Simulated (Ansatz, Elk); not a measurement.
# K2H4Ru: X-ray structure factors from the self-consistent density

Structure refinements treat a crystal as free atoms side by side. For a made-up structure of K2H4Ru (cell and positions from a PBE relaxation) the runs below show what the calculated density changes in F(hkl).

Calculated with Elk 11.2.3 (patched build); DFT, PBE, all-electron APW+lo, Dirac cores, scalar-relativistic bands, static density, no spin.

The structure was built from a prototype and need not be the compound's stable phase.

### 1. The starting structure

It takes space group I4/mmm (No. 139, tetragonal). Conventional cell: a = 6.108 Å, b = 6.108 Å, c = 7.462 Å, α = 90.00°, β = 90.00°, γ = 90.00°. Nearest to Ru lie 4 H at 1.73 Å. Nearest to K lie 8 H at 2.89 Å. H has 1 Ru at 1.73 Å and 2 H at 2.45 Å and 4 K at 2.89 Å nearest. Farther neighbours are not listed.

Coordinates:

```cif
data_structure
_symmetry_space_group_name_H-M 'P 1'
_symmetry_Int_Tables_number 1
_cell_length_a 5.7072
_cell_length_b 5.7072
_cell_length_c 5.7072
_cell_angle_alpha 115.299
_cell_angle_beta 115.299
_cell_angle_gamma 98.355
_cell_volume 139.18
loop_
_atom_site_label
_atom_site_type_symbol
_atom_site_fract_x
_atom_site_fract_y
_atom_site_fract_z
_atom_site_occupancy
Ru1 Ru 0.00000 0.00000 0.00000 1
K2 K 0.75000 0.25000 0.50000 1
K3 K 0.25000 0.75000 0.50000 1
H4 H 0.79925 0.79925 0.59850 1
H5 H 0.79925 0.20075 0.00000 1
H6 H 0.20075 0.20075 0.40150 1
H7 H 0.20075 0.79925 0.00000 1
```

### 2. Ground state and structure factors

An all-electron density is needed, since X-rays see the cores too. Task 0 finds the density and task 195 Fourier-transforms it; tshift is off so that phases refer to the origin typed.

Input file elk.in:

```
tasks
  0
  195

xctype
  20

spinpol
  .false.

rgkmax
  7.0

gmaxvr
  14.0

lmaxo
  7

lmaxapw
  8

swidth
  0.002

tshift
  .false.

ramdisk
  .false.

hmaxvr
  5.5

maxscl
  120

epspot
  1e-06

sppath
  './'

avec
  -5.77104215832 5.77104215832 7.05042428211
  5.77104215832 -5.77104215832 7.05042428211
  5.77104215832 5.77104215832 -7.05042428211

atoms
  3
  'Ru.in'
  1
  0.0000000000 0.0000000000 0.0000000000   0.000000 0.000000 0.000000
  'K.in'
  2
  0.7500000000 0.2500000000 0.5000000000   0.000000 0.000000 0.000000
  0.2500000000 0.7500000000 0.5000000000   0.000000 0.000000 0.000000
  'H.in'
  4
  0.7992511243 0.7992511243 0.5985022486   0.000000 0.000000 0.000000
  0.7992511243 0.2007488757 0.0000000000   0.000000 0.000000 0.000000
  0.2007488757 0.2007488757 0.4014977514   0.000000 0.000000 0.000000
  0.2007488757 0.7992511243 0.0000000000   0.000000 0.000000 0.000000

ngridk
  5 5 5
```

The run is started by

```sh
$ OMP_NUM_THREADS=4 elk
```

Numbers of over 12 decimals in the logs are rounded to 6 here.

What it wrote:

```text
┌─────────────────────────┐
│ Elk code version 11.2.3 │
└─────────────────────────┘

All units are atomic (Hartree, Bohr, etc.)

┌─────────────────────────────────────────────────┐
│ Ground-state run starting from atomic densities │
└─────────────────────────────────────────────────┘

Lattice vectors :
  -5.771042158       5.771042158       7.050424282
   5.771042158      -5.771042158       7.050424282
   5.771042158       5.771042158      -7.050424282

Reciprocal lattice vectors :
 -0.1849844693E-16  0.5443718080      0.4455891628
  0.5443718080     -0.1849844693E-16  0.4455891628
  0.5443718080      0.5443718080     -0.1176897429E-16

Unit cell volume      :    939.2554809
Brillouin zone volume :   0.2640923779

Muffin-tin inner radius fraction :   0.1000000000E-01

Nuclei treated as point charges

Species : 1 (Ru)
 parameters loaded from : Ru.in
 name : ruthenium
 nuclear charge    :   -44.00000000
 electronic charge :    44.00000000
 atomic mass :    184239.3393
 muffin-tin radius :    2.097431903
 number of radial points in muffin-tin :   1193
 inner part over the whole radius :   0.9923178094E-02
 number on inner part of muffin-tin    :    844
 approximate nuclear radius :   0.8462081736E-04
 number of mesh points to nuclear radius :    427
 atomic positions (lattice), magnetic fields (Cartesian) :
  1 :   0.00000000  0.00000000  0.00000000    0.00000000  0.00000000  0.00000000

Species : 2 (K)
 parameters loaded from : K.in
 name : potassium
 nuclear charge    :   -19.00000000
 electronic charge :    19.00000000
 atomic mass :    71271.84090
 muffin-tin radius :    2.400000000
 number of radial points in muffin-tin :    993
 inner part over the whole radius :   0.9891652203E-02
 number on inner part of muffin-tin    :    697
 approximate nuclear radius :   0.6514746337E-04
 number of mesh points to nuclear radius :    319
 atomic positions (lattice), magnetic fields (Cartesian) :
  1 :  -0.25000000  0.25000000  0.50000000    0.00000000  0.00000000  0.00000000
  2 :   0.25000000 -0.25000000  0.50000000    0.00000000  0.00000000  0.00000000

Species : 3 (H)
 parameters loaded from : H.in
 name : hydrogen
 nuclear charge    :   -1.000000000
 electronic charge :    1.000000000
 atomic mass :    1837.362221
 muffin-tin radius :    1.129386410
 number of radial points in muffin-tin :    393
 inner part over the whole radius :   0.9767877437E-02
 number on inner part of muffin-tin    :    256
 approximate nuclear radius :   0.2766748019E-04
 number of mesh points to nuclear radius :     79
 atomic positions (lattice), magnetic fields (Cartesian) :
  1 :  -0.20074888 -0.20074888 -0.40149775    0.00000000  0.00000000  0.00000000
  2 :  -0.20074888  0.20074888  0.00000000    0.00000000  0.00000000  0.00000000
  3 :   0.20074888  0.20074888  0.40149775    0.00000000  0.00000000  0.00000000
  4 :   0.20074888 -0.20074888  0.00000000    0.00000000  0.00000000  0.00000000

Total number of atoms per unit cell :    7
Total muffin-tin volume :    178.5985236
 ratio of muffin-tin to unit cell volume :   0.1901490353

Spin treatment :
 spin-unpolarised

Number of Bravais lattice symmetries :   16
Number of crystal symmetries         :   16
Crystal has inversion symmetry
Real symmetric eigensolver will be used

k-point grid :      5     5     5
k-point offset :    0.000000000       0.000000000       0.000000000
k-point set is reduced with full crystal symmetry group
Total number of k-points :       18

Muffin-tin radius times maximum |G+k| :    7.000000000
 using average radius
Maximum |G+k| for APW functions       :    4.292605905
Maximum (1/2)|G+k|²                   :    9.213232728
Maximum |G| for potential and density :    14.00000000
Constant for pseudocharge density :    8
 order of it for each species :   15  15  13
 order of it for pair densities of each species (exact exchange by exxq0 0: 16) :   15  15   4
Radial integration step length :    1

G-vector grid sizes :     49    49    49
Number of G-vectors :    43623

[...]
at k-point 16

Charges :
 core                        :    48.00000000
 valence                     :    38.00000000
 interstitial                :    7.312940803
 muffin-tins (core leakage)
  species : 1 (Ru)
   atom 1                    :    40.95257286     (  0.2827377827E-05)
  species : 2 (K)
   atom 1                    :    17.54549718     ( -0.1025487748E-06)
   atom 2                    :    17.54549718     ( -0.1025487748E-06)
  species : 3 (H)
   atom 1                    :   0.6608729967     (   0.000000000    )
   atom 2                    :   0.6608729967     (   0.000000000    )
[...]
total in muffin-tins        :    78.68705920
 total calculated charge     :    85.99969919
 total charge                :    86.00000000
 error                       :   0.3008112579E-03

RMS change in Kohn-Sham potential (target) :    109.4030838     (  0.1000000000E-05)
Absolute change in total energy (target)   :    1.184924477     (  0.1000000000E-03)

[... loops 3 to 31 left out ...]

┌──────────────────┐
│ Loop number : 32 │
└──────────────────┘

Energies :
 Fermi                       :     0.30336161624047E-01
 sum of occupied eigenvalues :     -3411.5567239035
 electron kinetic            :      5929.6531744065
 core electron kinetic       :      5726.9965080166
 Coulomb                     :     -11465.942472431
 Coulomb potential           :     -9078.3970128036
 nuclear-nuclear             :     -504.85728911449
 electron-nuclear            :     -12849.912339112
 Hartree                     :      1888.8271557951
 Madelung                    :     -6926.7439660294
 xc potential                :     -262.81288550637
 exchange                    :     -198.17897538933
 correlation                 :     -3.908207
 electron entropic           :    -0.70060675225428E-02
 total energy                :     -5738.3834864075

Density of states at Fermi energy :    559.4919336
 (states/Hartree/unit cell)

Estimated indirect band gap :   0.4590895255E-03
 from k-point 15 to k-point 6
Estimated direct band gap   :   0.2519731733E-02
 at k-point 9

Charges :
 core                        :    48.00000000
 valence                     :    38.00000000
 interstitial                :    7.312769344
 muffin-tins (core leakage)
  species : 1 (Ru)
[...]
species : 2 (K)
[...]
species : 3 (H)
[...]
total in muffin-tins        :    78.68723066
 total calculated charge     :    85.99971800
 total charge                :    86.00000000
 error                       :   0.2819986075E-03

RMS change in Kohn-Sham potential (target) :   0.7327248475E-06 (  0.1000000000E-05)
Absolute change in total energy (target)   :   0.5427464203E-06 (  0.1000000000E-03)

Convergence targets achieved

┌──────────────────┐
│ Loop number : 33 │
└──────────────────┘

Energies :
 Fermi                       :     0.30336160142693E-01
 sum of occupied eigenvalues :     -3411.5567240446
 electron kinetic            :      5929.6531745497
 core electron kinetic       :      5726.9965079316
 Coulomb                     :     -11465.942472703
 Coulomb potential           :     -9078.3970121240
 nuclear-nuclear             :     -504.85728911449
 electron-nuclear            :     -12849.912340339
 Hartree                     :      1888.8271567509
 Madelung                    :     -6926.7439666409
 xc potential                :     -262.81288647024
 exchange                    :     -198.17897542392
 correlation                 :     -3.908207
 electron entropic           :    -0.70060668905085E-02
 total energy                :     -5738.3834865713

Density of states at Fermi energy :    559.4918629
 (states/Hartree/unit cell)

Estimated indirect band gap :   0.4590897445E-03
 from k-point 15 to k-point 6
Estimated direct band gap   :   0.2519734251E-02
 at k-point 9

Charges :
 core                        :    48.00000000
 valence                     :    38.00000000
 interstitial                :    7.312769309
 muffin-tins (core leakage)
  species : 1 (Ru)
   atom 1                    :    41.23778500     (  0.2719442524E-05)
  species : 2 (K)
   atom 1                    :    17.59878429     ( -0.1016895155E-06)
   atom 2                    :    17.59878429     ( -0.1016895155E-06)
  species : 3 (H)
[...]
atom 2                    :   0.5629692789     (   0.000000000    )
   atom 3                    :   0.5629692789     (   0.000000000    )
   atom 4                    :   0.5629692789     (   0.000000000    )
 total in muffin-tins        :    78.68723069
 total calculated charge     :    85.99971800
 total charge                :    86.00000000
 error                       :   0.2819986037E-03

┌──────────────────────────────┐
│ Self-consistent loop stopped │
└──────────────────────────────┘

Wrote STATE.OUT
```

Elapsed: 2.8 min, on 4 threads of Arm Neoverse V2, shared host; peak memory 0.48 GiB; 9.8 min of CPU time.

SFACRHO.OUT:

```text

h k l indices transformed by vhmat matrix:
   1.000000000       0.000000000       0.000000000    
   0.000000000       1.000000000       0.000000000    
   0.000000000       0.000000000       1.000000000    

      h      k      l  multipl.   |H|            Re(F)            Im(F)           |F|

      0      0      0      1   0.0000000       86.000000      0.73925719E-15   86.000000    
      0      1      0      8  0.70348445       41.729610      0.76375712E-16   41.729610    
      0      0      1      4  0.76985799       7.4675102      0.17627784E-13   7.4675102    
      1      1     -1      2  0.89117833       10.988823     -0.16105245E-13   10.988823    
     -1      1     -1      4   1.0887436       64.079297      0.15376977E-13   64.079297    
     -2      0      1      8   1.1776588       65.446232     -0.15052380E-13   65.446232    
     -1      2      0     16   1.2962457       34.396536     -0.38187856E-16   34.396536    
      0      2     -2      8   1.4069689       5.6296897     -0.35317402E-13   5.6296897    
     -1     -2      2      8   1.4433600       34.712642     -0.25458571E-16   34.712642    
      0      0     -2      4   1.5397160       59.943365      0.30387478E-13   59.943365    
      2     -1      1      8   1.6928130       30.491461      0.38187856E-16   30.491461    
     -2      2     -1      8   1.7214548       7.1615267     -0.18686591E-13   7.1615267    
      1      1     -3      8   1.7790234       8.6727853     -0.49456940E-13   8.6727853    
     -2     -2      2      2   1.7823567       56.410603     -0.27195888E-13   56.410603    
      2      1     -3     16   1.8079410       30.777339      0.25458571E-16   30.777339    
      3     -1      0     16   1.9384544       52.269977     -0.95851519E-14   52.269977    
     -2     -2      3      8   1.9415140       7.9328093      0.47587312E-13   7.9328093    
      0     -1      3     16   2.0127042       30.508029      -0.0000000       30.508029
```

Elk indexes on the primitive cell of elk.in and gives |H| = 4π sin θ/λ in inverse bohr. Below, one row stands for each form hkl of the conventional cell (m members, Friedel mates merged), F is for one primitive cell and the density is static (no thermal factor). Free-atom factors are Waasmaier and Kirfel's, and R is Σm||F|−|F'||/Σm|F|.

```tsv
hkl	m	sin θ/λ (Å⁻¹)	abs F, DFT	neutral atoms	diff.
101	8	0.106	41.730	41.423	+0.307
110	4	0.116	7.468	7.663	-0.195
002	2	0.134	10.989	10.218	+0.771
200	4	0.164	64.079	64.886	-0.807
112	8	0.177	65.446	65.444	+0.002
211	16	0.195	34.397	34.882	-0.485
202	8	0.212	5.630	6.221	-0.592
103	8	0.217	34.713	34.658	+0.054
220	4	0.232	59.943	59.967	-0.023
301	8	0.255	30.491	31.029	-0.538
310	8	0.259	7.162	7.522	-0.360
222	8	0.268	8.673	8.693	-0.020
004	2	0.268	56.411	56.230	+0.181
213	16	0.272	30.777	30.933	-0.155
312	16	0.291	52.270	52.379	-0.109
114	8	0.292	7.933	8.004	-0.071
321	16	0.303	30.508	30.388	+0.120
204	8	0.314	49.662	49.784	-0.122
303	8	0.317	28.182	28.355	-0.172
400	4	0.327	49.590	49.624	-0.034
411	16	0.344	28.016	27.985	+0.031
105	8	0.345	28.085	28.105	-0.020
```

### 3. The highest occupied states alone

An energy window below the Fermi level keeps the highest occupied states, to see at which angles they scatter; shallow core shells can lie inside it and anion s states outside. No new self-consistency is needed.

Changes to elk.in since step 2:

```diff
@@ -1,3 +1,2 @@
 tasks
-  0
   195
@@ -40,2 +39,5 @@
 
+wsfac
+  -0.410660 0.330340
+
 sppath
```

The run is started by

```sh
$ OMP_NUM_THREADS=4 elk
```

What it wrote:

```text
┌─────────────────────────────────┐
│ Elk code version 11.2.3 started │
└─────────────────────────────────┘

Info(readinput): the functional depends on the density's gradient
 muffin-tin radial points multiplied by    2.00000
 (not where nrmtscf is given)

┌────────────────────┐
│ Current task : 195 │
└────────────────────┘
Info(checkmt): changed muffin-tin radius of species 1 (Ru) from   2.6000 to   2.0974
Info(checkmt): changed muffin-tin radius of species 3 (H) from   1.4000 to   1.1294

Info(sfacrho): density structure factors written to SFACRHO.OUT

 Energy window :  -0.4106600000      0.3303400000

┌──────────────────┐
│ Elk code stopped │
└──────────────────┘
```

Wall time 13 s (4 threads); peak memory 0.19 GiB; 14 s of CPU time.

States within 12 eV below the Fermi level hold 14.00 electrons; any levels below the window count with the cores. Their amplitudes can exceed the total, where window and core parts have opposite phase:

```tsv
hkl	sin θ/λ (Å⁻¹)	abs F, window	abs F, all
101	0.106	6.873	41.730
110	0.116	5.299	7.468
002	0.134	8.219	10.989
200	0.164	1.026	64.079
112	0.177	3.597	65.446
211	0.195	1.947	34.397
202	0.212	0.446	5.630
103	0.217	2.971	34.713
220	0.232	3.134	59.943
301	0.255	0.015	30.491
```

### 4. Another functional

The difference from free atoms is small, so it is set against the change that LDA (Perdew-Wang) makes.

Changes to elk.in since step 3:

```diff
@@ -1,2 +1,3 @@
 tasks
+  0
   195
@@ -4,3 +5,3 @@
 xctype
-  20
+  3
 
@@ -39,5 +40,2 @@
 
-wsfac
-  -0.410660 0.330340
-
 sppath
```

The run is started by

```sh
$ OMP_NUM_THREADS=4 elk
```

What it wrote:

```text
┌─────────────────────────┐
│ Elk code version 11.2.3 │
└─────────────────────────┘

All units are atomic (Hartree, Bohr, etc.)

┌─────────────────────────────────────────────────┐
│ Ground-state run starting from atomic densities │
└─────────────────────────────────────────────────┘

Lattice vectors :
  -5.771042158       5.771042158       7.050424282
   5.771042158      -5.771042158       7.050424282
   5.771042158       5.771042158      -7.050424282

Reciprocal lattice vectors :
 -0.1849844693E-16  0.5443718080      0.4455891628
[...]
species : 2 (K)
   atom 1                    :    17.58651962     ( -0.3353611589E-05)
   atom 2                    :    17.58651962     ( -0.3353611589E-05)
  species : 3 (H)
[...]
atom 3                    :   0.5399010616     (   0.000000000    )
   atom 4                    :   0.5399010616     (   0.000000000    )
 total in muffin-tins        :    78.56431574
 total calculated charge     :    85.99972943
 total charge                :    86.00000000
 error                       :   0.2705691991E-03

┌──────────────────────────────┐
│ Self-consistent loop stopped │
└──────────────────────────────┘

Wrote STATE.OUT
[key lines of the parts left out:]
total energy                :     -5730.8656251894
```

Run time: 89 s. Hardware: 4 threads; peak memory 0.49 GiB; 5.1 min of CPU time.

Against the first run R = 0.09 %; the largest change is -0.111 at 002.

### 5. Basis size

A smaller basis shows how fast F responds to it; the change is likely larger than the basis error of the first run, but doesn't show convergence.

Changes to elk.in since step 4:

```diff
@@ -5,3 +5,3 @@
 xctype
-  3
+  20
 
@@ -11,3 +11,3 @@
 rgkmax
-  7.0
+  5.5
```

The run is started by

```sh
$ OMP_NUM_THREADS=4 elk
```

What it wrote:

```text
┌─────────────────────────┐
│ Elk code version 11.2.3 │
└─────────────────────────┘

All units are atomic (Hartree, Bohr, etc.)

┌─────────────────────────────────────────────────┐
│ Ground-state run starting from atomic densities │
└─────────────────────────────────────────────────┘

Lattice vectors :
  -5.771042158       5.771042158       7.050424282
   5.771042158      -5.771042158       7.050424282
   5.771042158       5.771042158      -7.050424282

Reciprocal lattice vectors :
 -0.1849844693E-16  0.5443718080      0.4455891628
[...]
species : 2 (K)
   atom 1                    :    17.59820774     ( -0.1016955871E-06)
   atom 2                    :    17.59820774     ( -0.1016955871E-06)
  species : 3 (H)
[...]
atom 3                    :   0.5597308803     (   0.000000000    )
   atom 4                    :   0.5597308803     (   0.000000000    )
 total in muffin-tins        :    78.64587985
 total calculated charge     :    85.99967852
 total charge                :    86.00000000
 error                       :   0.3214846771E-03

┌──────────────────────────────┐
│ Self-consistent loop stopped │
└──────────────────────────────┘

Wrote STATE.OUT
[key lines of the parts left out:]
total energy                :     -5738.3593129279
```

Elapsed: 78 s, on 4 threads; peak memory 0.24 GiB; 3.9 min of CPU time.

Against the first run R = 0.03 %; the largest change is +0.019 at 307.

### 6. Settings against the effect

```tsv
run	R against the first run (%)	R against neutral atoms, low angle (%)	wall time
PBE, rgkmax 7	0.00	0.81	2.8 min
LDA (Perdew-Wang)	0.09	0.77	89 s
rgkmax 5.5	0.03	0.82	78 s
```

### 7. Outcome

| Item | Value |
| --- | --- |
| R against neutral atoms, sin θ/λ < 0.3 Å⁻¹ | 0.81 % |
| R against neutral atoms, 0.3 to 0.71 Å⁻¹ | 0.35 % |

What this shows: Independent neutral atoms miss the calculated amplitudes by R = 0.81 % below 0.3 Å⁻¹ and 0.35 % from there to 0.71 Å⁻¹; by shells, 1.24 % below 0.15 Å⁻¹ (3 forms), 0.76 % 0.15 to 0.3 (13 forms), 0.39 % 0.3 to 0.45 (28 forms), 0.33 % above 0.45 (105 forms). Bonding, aspherical density and the tables' own atoms all enter these figures, and the runs don't part them. The largest change of an amplitude is -0.81 electrons, at 200. The window's part falls from 14.0 electrons at the origin to at most 0.55 between 0.45 and 0.71 Å⁻¹. Below 0.3 Å⁻¹ the changes that finished (LDA (Perdew-Wang) and rgkmax 5.5) move F by R = 0.12 % at most, against the 0.81 % that separates it from free atoms. The k-mesh has no finished test. These runs have no spin, though d or f shells may be open. Part of the difference isn't bonding: the tables are fits to free atoms and ions calculated by other methods than this functional. Thermal motion, anomalous dispersion and extinction are left out.

[Logs are printed without paths, hosts, clocks, repeated set-up lines and the standing remarks that a program may print on its own settings, such as how far it seeks lower states.]

[Hosts, paths, dates, database ids (printed as entryN), source tags and the programs' standing remarks are cut or masked in the printed files.]
